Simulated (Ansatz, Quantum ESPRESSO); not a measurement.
# LiBH4 (F-43m): from the cell to the phonon bands

How does LiBH4 (F-43m) vibrate, and is this structure a minimum?

Program: Quantum ESPRESSO 7.5. Level of theory: DFT LDA, scalar-relativistic, plane waves, GBRV ultrasoft pseudopotentials. Results are calculated unless marked as measured.

Most raw output is cut from this account.

## (1) Starting point

The structure is cubic, space group F-43m (No. 216). The conventional cell has a = 5.711 Å, b = 5.711 Å, c = 5.711 Å, α = 90.00°, β = 90.00°, γ = 90.00°. Li has 12 H at 2.37 Å nearest. B has 4 H at 1.22 Å nearest. H has 1 B at 1.22 Å nearest. Farther neighbours are not listed.

## (2) A probe with smearing

A cheap run with smearing and empty bands tells whether the crystal has a gap, which decides between fixed occupations and smearing later on.

Contents of probe.in:

```
&control
   calculation = 'scf'
   prefix = 'x'
   outdir = './tmp'
   pseudo_dir = './pseudo'
   tprnfor = .true.
   tstress = .true.
   verbosity = 'high'
/
&system
   ibrav = 2
   celldm(1) = 10.79154182
   nat = 6
   ntyp = 3
   ecutwfc = 45.0
   ecutrho = 270.0
   occupations = 'smearing'
   smearing = 'gaussian'
   degauss = 0.01
/
&electrons
   conv_thr = 1.0d-07
   mixing_beta = 0.7
   electron_maxstep = 100
/
ATOMIC_SPECIES
 Li      6.9400  Li.upf
 B      10.8100  B.upf
 H       1.0080  H.upf
ATOMIC_POSITIONS crystal
 Li     0.000000000   0.000000000   0.000000000
 B      0.500000000   0.500000000   0.500000000
 H      0.376786670   0.376786670   0.869639990
 H      0.869639990   0.376786670   0.376786670
 H      0.376786670   0.869639990   0.376786670
 H      0.376786670   0.376786670   0.376786670
K_POINTS automatic
 6 6 6 0 0 0
```

Command:

```bash
OMP_NUM_THREADS=1 mpirun -n 4 pw.x -nk 4 -in probe.in > probe.out
```

Run time: 2.1 s. Hardware: 4 MPI ranks of Arm Neoverse V1, shared host; 8 s of CPU time.

Read from the output:

```yaml
volume_per_atom: 7.760 Å³
pressure: -1.492 GPa
gap_on_the_k_mesh: 5.857 eV
```

A gap of 5.9 eV opens on this mesh, so the crystal is taken as an insulator; the start stands at -1.5 GPa.

## (3) Relaxation

Frequencies change by per cents with a per cent of volume, so the structure is first brought to rest at this level of theory.

relax.in, as its differences from probe.in of step 2:

```diff
@@ -1,3 +1,3 @@
 &control
-   calculation = 'scf'
+   calculation = 'vc-relax'
    prefix = 'x'
@@ -7,3 +7,5 @@
    tstress = .true.
-   verbosity = 'high'
+   forc_conv_thr = 2.0d-05
+   etot_conv_thr = 1.0d-07
+   nstep = 40
 /
@@ -16,10 +18,14 @@
    ecutrho = 270.0
-   occupations = 'smearing'
-   smearing = 'gaussian'
-   degauss = 0.01
+   occupations = 'fixed'
+   nbnd = 7
 /
 &electrons
-   conv_thr = 1.0d-07
+   conv_thr = 1.0d-11
    mixing_beta = 0.7
    electron_maxstep = 100
+/
+&ions
+/
+&cell
+   press_conv_thr = 0.1
 /
```

Command:

```bash
OMP_NUM_THREADS=1 mpirun -n 4 pw.x -nk 4 -in relax.in > relax.out
```

The job ended after 13 s (4 MPI ranks).

The steps of the relaxation:

```csv
step,energy less that of the first step (eV),largest force (eV/Å),pressure (GPa),volume (Å³)
1,0.0000,0.1816,-1.49,46.56
2,-0.0058,0.1571,-1.45,46.20
3,-0.0133,0.1298,-1.32,45.68
4,-0.0224,0.0983,-1.06,44.89
5,-0.0316,0.0554,-0.58,43.74
6,-0.0351,0.0020,0.10,42.39
7,-0.0352,0.0026,0.01,42.51
8,-0.0352,0.0009,0.01,42.51
9,-0.0352,0.0004,0.00,42.51
10,-0.0347,0.0006,0.01,42.51
```

```csv
"conventional cell, symmetrised",before,after,change
a (Å),5.711,5.540,-3.0 %
b (Å),5.711,5.540,-3.0 %
c (Å),5.711,5.540,-3.0 %
volume (Å³/atom),7.76,7.09,-8.7 %
```

The atoms that moved most (Å, as changes of fractional coordinates times the final cell):

```csv
atom,dx,dy,dz,length
H4,-0.022,-0.022,0.022,0.038
H5,0.022,0.022,0.022,0.038
H3,-0.022,0.022,-0.022,0.038
H6,0.022,-0.022,-0.022,0.038
```

Final coordinates:

```xyz
6
Lattice="-2.7700 0.0000 2.7700 0.0000 2.7700 2.7700 -2.7700 2.7700 0.0000" Properties=species:S:1:pos:R:3 pbc="T T T"
Li    0.0000    0.0000    0.0000
B    -2.7700    2.7700    2.7700
H    -3.4745    3.4745    2.0656
H    -3.4745    2.0656    3.4745
H    -2.0656    3.4745    3.4745
H    -2.0656    2.0656    2.0656
```

The last row of the table of steps is pw.x's closing run on a basis chosen anew for the final cell, so its energy can jump.

Numbers from this step:

```yaml
volume_per_atom: 7.085 Å³
pressure: 0.01200 GPa
gap_on_the_k_mesh: 5.615 eV
```

The volume changes by -8.7 % from the cell with which this run began.

## (4) Ground state

The response is built on this ground state, so it is converged far tighter than an energy would need. With a gap, occupations are fixed, which also allows the response to an electric field.

Contents of scf.in:

```
&control
   calculation = 'scf'
   prefix = 'x'
   outdir = './tmp'
   pseudo_dir = './pseudo'
   tprnfor = .true.
   tstress = .true.
/
&system
   ibrav = 2
   celldm(1) = 10.46926691
   nat = 6
   ntyp = 3
   ecutwfc = 45.0
   ecutrho = 270.0
   occupations = 'fixed'
   nbnd = 7
/
&electrons
   conv_thr = 1.0d-12
   mixing_beta = 0.7
   electron_maxstep = 100
/
ATOMIC_SPECIES
 Li      6.9400  Li.upf
 B      10.8100  B.upf
 H       1.0080  H.upf
ATOMIC_POSITIONS crystal
 Li     0.000000000   0.000000000   0.000000000
 B      0.500000000   0.500000000   0.500000000
 H      0.372840962   0.372840962   0.881477114
 H      0.881477114   0.372840962   0.372840962
 H      0.372840962   0.881477114   0.372840962
 H      0.372840962   0.372840962   0.372840962
K_POINTS automatic
 8 8 8 0 0 0
```

Command:

```bash
OMP_NUM_THREADS=1 mpirun -n 4 pw.x -nk 4 -in scf.in > scf.out
```

It took 2.6 s on 4 MPI ranks; 9.9 s of CPU time.

Read from the output:

* pressure: 0.01100 GPa

The cell stands at 0.011 GPa, close enough for phonons.

## (5) Phonons on a q mesh

Linear response treats each wavevector in the unit cell, with no supercell; the 4×4×4 mesh fixes the range of the force constants to be had.

Contents of ph.in:

```
phonons
&inputph
   prefix = 'x'
   outdir = './tmp'
   fildyn = 'x.dyn'
   tr2_ph = 1.0d-18
   epsil = .true.
   ldisp = .true.
   nq1 = 4
   nq2 = 4
   nq3 = 4
/
```

Command:

```bash
OMP_NUM_THREADS=1 mpirun -n 4 ph.x -nk 4 -in ph.in > ph.out
```

Elapsed: 26 min, on 4 MPI ranks.

Numbers from this step:

| Item | Value |
| --- | --- |
| miss of the charge sum rule | 0.005920 e |
| largest acoustic frequency at the zone centre before the sum rule | 1.33 cm⁻¹ |
| highest optical zone-centre mode (no LO-TO term) | 2472 cm⁻¹ |
| lowest optical zone-centre mode | -352.4 cm⁻¹ |
| mean high-frequency dielectric constant | 3.290 |
| largest Born charge in size (third of the trace) | 1.177 e |
| lowest mode on the q mesh (acoustic ones at the zone centre apart) | -364.1 cm⁻¹ |

Frequencies (cm⁻¹) at each irreducible wavevector; negative means imaginary. Frequencies by wavevector:

```csv
q (fractions),star,mode 1,mode 2,mode 3,mode 4,mode 16,mode 17,mode 18
0 0 0,1,-352.4,-352.4,-352.4,-21.74,2472,2472,2472
0 0 0.25,8,-358.2,-230.2,-230.2,11.45,2471,2471,2498
0 0 -0.5,4,-364.1,-184.8,-184.8,31.56,2471,2471,2506
0 0.25 0.25,6,-289.8,-289.8,45.88,45.88,2471,2471,2502
0 0.25 -0.5,24,-282.3,38.93,60.19,111.4,2471,2472,2510
0 0.25 -0.25,12,-289.1,-84.87,64.8,65.46,2471,2472,2508
0 -0.5 -0.5,3,-265.9,-265.9,72.81,72.81,2471,2471,2513
0.25 -0.5 -0.25,6,16.17,24.03,82.72,147.1,2470,2473,2513
```

Optical modes; normalised displacements of the dynamical-matrix file. Modes at Γ, with each element's share of the kinetic energy (negative means imaginary):

```csv
mode,frequency (cm⁻¹),symmetry,Li %,B %,H %
1,-352.4,T1,0,0,100
2,-352.4,T1,0,0,100
3,-352.4,T1,0,0,100
4,-21.7,T2,97,2,1
5,-21.7,T2,97,2,1
6,-21.7,T2,97,2,1
7,1052.9,T2,0,16,84
8,1052.9,T2,0,16,84
9,1052.9,T2,0,16,84
10,1215.7,E,0,0,100
11,1215.7,E,0,0,100
12,2420.4,A1,0,0,100
13,2471.7,T2,0,10,90
14,2471.7,T2,0,10,90
15,2471.7,T2,0,10,90
```

Displacements in mode 2 (-352.4 cm⁻¹), the largest set to 1:
```
Li1  0.00  0.00  0.00
B2   0.00  0.00  0.00
H3   0.55 -0.45 -1.00
H4  -0.55  0.63  0.08
H5  -0.37  0.45 -0.08
H6   0.37 -0.63  1.00
```

Displacements in mode 4 (-21.7 cm⁻¹), the largest set to 1:
```
Li1  0.14 -0.14 -1.00
B2  -0.02  0.02  0.12
H3   0.00  0.00  0.09
H4  -0.02  0.00  0.10
H5   0.00  0.02  0.10
H6  -0.03  0.03  0.10
```

Born charge (rows field, columns displacement), before the sum rule (e), principal values of the symmetric part by kind of site:

```csv
atom,atoms with these values,low,middle,high,mean
Li1,1,1.18,1.18,1.18,1.18
B2,1,-0.21,-0.21,-0.21,-0.21
H3,4,-0.44,-0.15,-0.15,-0.24
```

In full for B2:

```
-0.21  0.00  0.00
 0.00 -0.21  0.00
 0.00  0.00 -0.21
```

High-frequency dielectric tensor:

```
3.29 0.00 0.00
0.00 3.29 0.00
0.00 0.00 3.29
```

The acoustic modes at Γ come out as far as 1.3 cm⁻¹ from zero, where they should vanish, a small numerical error; the Born charges miss their sum rule by 0.0059 e, which is good. The lowest optical mode is imaginary, 352i cm⁻¹, an instability at this level and on this k mesh.

## (6) Force constants in real space

The dynamical matrices of the mesh are Fourier-transformed to force constants in real space, after the long-range dipole part is taken out.

Contents of q2r.in:

```
&input
   fildyn = 'x.dyn'
   zasr = 'crystal'
   flfrc = 'x.fc'
/
```

Command:

```bash
q2r.x < q2r.in > q2r.out
```

Elapsed: 0.57 s, on 1 thread.

## (7) Interpolated phonon bands

From the force constants any wavevector is cheap; points of the mesh come back as solved, but for the sum rule and, in polar crystals, the LO-TO term at Γ; the rest is interpolation.

Contents of matdyn.in:

```
&input
   asr = 'crystal'
   flfrc = 'x.fc'
   flfrq = 'x.freq'
   flvec = 'x.modes'
   q_in_band_form = .true.
   q_in_cryst_coord = .true.
/
8
  0.0000000   0.0000000   0.0000000  12  ! GAMMA
 -0.0000000   0.5000000   0.5000000  12  ! X
 -0.0000000   0.6250000   0.3750000   1  ! U
 -0.3750000   0.3750000  -0.0000000  12  ! K
  0.0000000   0.0000000   0.0000000  12  ! GAMMA
 -0.0000000   0.5000000  -0.0000000  12  ! L
 -0.2500000   0.5000000   0.2500000  12  ! W
 -0.0000000   0.5000000   0.5000000   1  ! X
```

Command:

```bash
matdyn.x -in matdyn.in > matdyn.out
```

Run time: 0.81 s. Hardware: 1 thread.

Numbers from this step:

```
lowest frequency on the path : -364.1 cm⁻¹
```

Matdyn.x, sum rule crystal. The phonon branches at the labelled points (cm⁻¹):

```csv
point,branch 1,branch 2,branch 3,branch 4,branch 15,branch 16,branch 17,branch 18
Γ,-352,-352,-352,-22,2420,2472,2472,2486
halfway,-290,-290,46,46,2399,2471,2471,2502
X,-266,-266,73,73,2382,2470,2470,2513
halfway,-267,-202,72,98,2382,2471,2471,2513
U,-270,66,115,148,2382,2471,2472,2512
jump to K,-270,66,115,148,2382,2471,2472,2512
halfway,-308,-226,-96,-42,2398,2471,2472,2502
Γ,-352,-352,-352,-22,2420,2472,2472,2486
halfway,-358,-230,-230,11,2403,2472,2472,2498
L,-364,-185,-185,32,2389,2471,2471,2506
halfway,-275,-114,50,84,2385,2471,2472,2510
W,16,24,83,147,2381,2470,2473,2513
halfway,-206,-203,90,102,2382,2470,2472,2513
X,-266,-266,73,73,2382,2470,2470,2513
```

The path dips to 364i cm⁻¹.

## (8) Sums over the zone

Sums over the zone need many more wavevectors than were solved, so the interpolation is sampled on a dense mesh.

Contents of matdyn.in:

```
&input
   asr = 'crystal'
   flfrc = 'x.fc'
   dos = .true.
   fldos = 'x.dos'
   nk1 = 14
   nk2 = 14
   nk3 = 14
   deltaE = 1.0
/
```

Command:

```bash
matdyn.x -in matdyn.in > matdyn.out
```

Run time: 2.7 min. Hardware: 1 thread.

This step gave:

| Item | Value |
| --- | --- |
| share of modes beyond 3i cm⁻¹ on the dense interpolated mesh | 0.1372 |

The phonon density of states has structure finer than the step of the table below, so its rows give means over 200 cm⁻¹, whole bins alone (the curve runs from -364 to 2505 cm⁻¹). Peaks (cm⁻¹: height): total 1022.9: 0.0750, 1212.9: 0.0657, 2390.9: 0.0468, 2466.9: 0.0926; B 357.9: 0.0238, 1022.9: 0.0119, 2466.9: 0.0086; H 1022.9: 0.0631, 1212.9: 0.0656, 2390.9: 0.0467, 2466.9: 0.0840; Li 53.9: 0.0205, 148.9: 0.00943, 243.9: 0.00672.

Tetrahedra. Table of phonon density of states by wavenumber; means over each step; values in 1/cm⁻¹/cell:

```csv
wavenumber (cm⁻¹),total,B,H,Li
-200,0.00765,0.00153,0.00579,3.3e-4
0,0.0108,9.2e-4,0.00143,0.00847
200,0.0142,0.00406,0.00470,0.00549
400,0.0103,0.00470,0.00487,6.9e-4
600,0,0,0,0
800,0,0,0,0
1000,0.0150,0.00237,0.0126,1.1e-5
1200,0.00996,7.6e-6,0.00994,6.6e-6
1400,0,0,0,0
1600,0,0,0,0
1800,0,0,0,0
2000,0,0,0,0
2200,0,0,0,0
2400,0.0157,9.9e-4,0.0147,0
```

## (9) Modes with the sum rule

A rigid shift of the crystal must cost nothing, but grids and finite bases break this; the acoustic sum rule is imposed before the matrix is diagonalised again. With Born charges the intensities follow; a static dielectric tensor has no meaning with imaginary modes.

Contents of dynmat.in:

```
&input
   fildyn = 'x.dyn1'
   asr = 'simple'
   lperm = .true.
/
```

Command:

```bash
dynmat.x -in dynmat.in > dynmat.out
```

Wall time 0.45 s (1 thread).

Read from the output:

```yaml
lowest_optical_zone_centre_mode: -352.5 cm⁻¹
```

Zone-centre frequencies as printed; negative means imaginary. Modes:

```csv
mode,frequency (cm⁻¹)
1,-352.5
2,-352.5
3,-352.5
4,-12.66
5,-12.66
6,-12.66
7,0
8,0
9,0
10,1053
11,1053
12,1053
13,1216
14,1216
15,2420
16,2472
17,2472
18,2472
```

Degenerate modes summed, no LO-TO term; imaginary modes left out. Lines of the infrared spectrum (strongest = 100):

```csv
position (cm⁻¹),lines merged,label,"IR intensity, relative"
1053,3,T2,11
1216,2,E,0.0
2420,1,A1,0.0
2472,3,T2,100
```

The rule also moves an optical mode by 9.1 cm⁻¹.

## (10) Sum rules set otherwise: a sum rule for molecules or wires on a crystal

This rule also removes rotations, which suits wires and not a crystal; it is tried to see the harm.

Contents of dynmat.in:

```
&input
   fildyn = 'x.dyn1'
   asr = 'one-dim'
   lperm = .true.
/
```

Command:

```bash
dynmat.x -in dynmat.in > dynmat.out
```

Elapsed: 0.46 s, on 1 thread.

The program raised no error, yet the settings are not those of a careful run.

The fault: a sum rule for molecules or wires on a crystal; 1 optical mode is projected out to zero frequency, as if it were a rotation.

For a crystal the rule has to be 'simple' or 'crystal'.

Zone-centre frequencies as printed; negative means imaginary. Modes:

```csv
mode,frequency (cm⁻¹)
1,-352.4
2,-352.4
3,-276.7
4,-22.53
5,-22.53
6,0
7,0
8,0
9,0
10,1043
11,1053
12,1053
13,1216
14,1216
15,2420
16,2472
17,2472
18,2474
```

## (11) Sum rules set otherwise (asr no)

Without the rule the raw error of the acoustic modes shows.

Contents of dynmat.in:

```
&input
   fildyn = 'x.dyn1'
   asr = 'no'
   lperm = .true.
/
```

Command:

```bash
dynmat.x -in dynmat.in > dynmat.out
```

Wall time 0.45 s (1 thread).

Numbers from this step:

```
lowest optical zone-centre mode : -352.4 cm⁻¹
```

Zone-centre frequencies as printed; negative means imaginary. Modes:

```csv
mode,frequency (cm⁻¹)
1,-352.4
2,-352.4
3,-352.4
4,-21.74
5,-21.74
6,-21.74
7,1.33
8,1.33
9,1.33
10,1053
11,1053
12,1053
13,1216
14,1216
15,2420
16,2472
17,2472
18,2472
```

Against the first rule no mode moves by more than 9.1 cm⁻¹.

## (12) Modes along a direction of q (1 0 0)

A longitudinal polar mode sets up a macroscopic field that stiffens it; the term hangs on the direction from which q goes to zero.

Contents of dynmat.in:

```
&input
   fildyn = 'x.dyn1'
   asr = 'simple'
   q(1) = 1.0
   q(2) = 0.0
   q(3) = 0.0
/
```

Command:

```bash
dynmat.x -in dynmat.in > dynmat.out
```

Wall time 0.45 s (1 thread).

This step gave:

```yaml
highest_mode_moved_by_the_lo_to_term: 2486 cm⁻¹
```

Zone-centre frequencies as printed; negative means imaginary. Modes:

```csv
mode,frequency (cm⁻¹)
1,-352.5
2,-352.5
3,-352.5
4,-12.66
5,-12.66
6,0
7,0
8,0
9,316.8
10,1053
11,1053
12,1057
13,1216
14,1216
15,2420
16,2472
17,2472
18,2486
```

The field moves 3 modes; the highest of them now lies at 2486 cm⁻¹, where the highest that moved away lay at 2472.

## (13) The dispersion under another sum rule (asr no)

The sum rule corrects the force constants themselves, so it can shift branches at any wavevector, low ones most.

Contents of matdyn.in:

```
&input
   asr = 'no'
   flfrc = 'x.fc'
   flfrq = 'x.freq'
   flvec = 'x.modes'
   q_in_band_form = .true.
   q_in_cryst_coord = .true.
/
8
  0.0000000   0.0000000   0.0000000   8  ! GAMMA
 -0.0000000   0.5000000   0.5000000   8  ! X
 -0.0000000   0.6250000   0.3750000   1  ! U
 -0.3750000   0.3750000  -0.0000000   8  ! K
  0.0000000   0.0000000   0.0000000   8  ! GAMMA
 -0.0000000   0.5000000  -0.0000000   8  ! L
 -0.2500000   0.5000000   0.2500000   8  ! W
 -0.0000000   0.5000000   0.5000000   1  ! X
```

Command:

```bash
matdyn.x -in matdyn.in > matdyn.out
```

Run time: 0.58 s. Hardware: 1 thread.

At the labelled points the branches move by no more than 9.3 cm⁻¹.

## (14) A changed mass

Force constants don't depend on the masses, so an isotope effect costs no new response.

Contents of matdyn.in:

```
&input
   asr = 'crystal'
   flfrc = 'x.fc'
   flfrq = 'x.freq'
   flvec = 'x.modes'
   q_in_band_form = .true.
   q_in_cryst_coord = .true.
   amass(1) = 6.94
   amass(2) = 10.81
   amass(3) = 2.016
/
8
  0.0000000   0.0000000   0.0000000   8  ! GAMMA
 -0.0000000   0.5000000   0.5000000   8  ! X
 -0.0000000   0.6250000   0.3750000   1  ! U
 -0.3750000   0.3750000  -0.0000000   8  ! K
  0.0000000   0.0000000   0.0000000   8  ! GAMMA
 -0.0000000   0.5000000  -0.0000000   8  ! L
 -0.2500000   0.5000000   0.2500000   8  ! W
 -0.0000000   0.5000000   0.5000000   1  ! X
```

Command:

```bash
matdyn.x -in matdyn.in > matdyn.out
```

Run time: 0.77 s. Hardware: 1 thread.

This step gave:

```
lowest frequency on the path : -257.5 cm⁻¹
```

(Part 1 of 2 ends here.)

[Host names and launcher messages were left out of these logs when they were recorded.]

[Logs are printed without paths, hosts, clocks, repeated set-up lines and the standing remarks that a program may print on its own settings, such as how far it seeks lower states.]

[Hosts, paths, dates, database ids (printed as entryN), source tags and the programs' standing remarks are cut or masked in the printed files.]
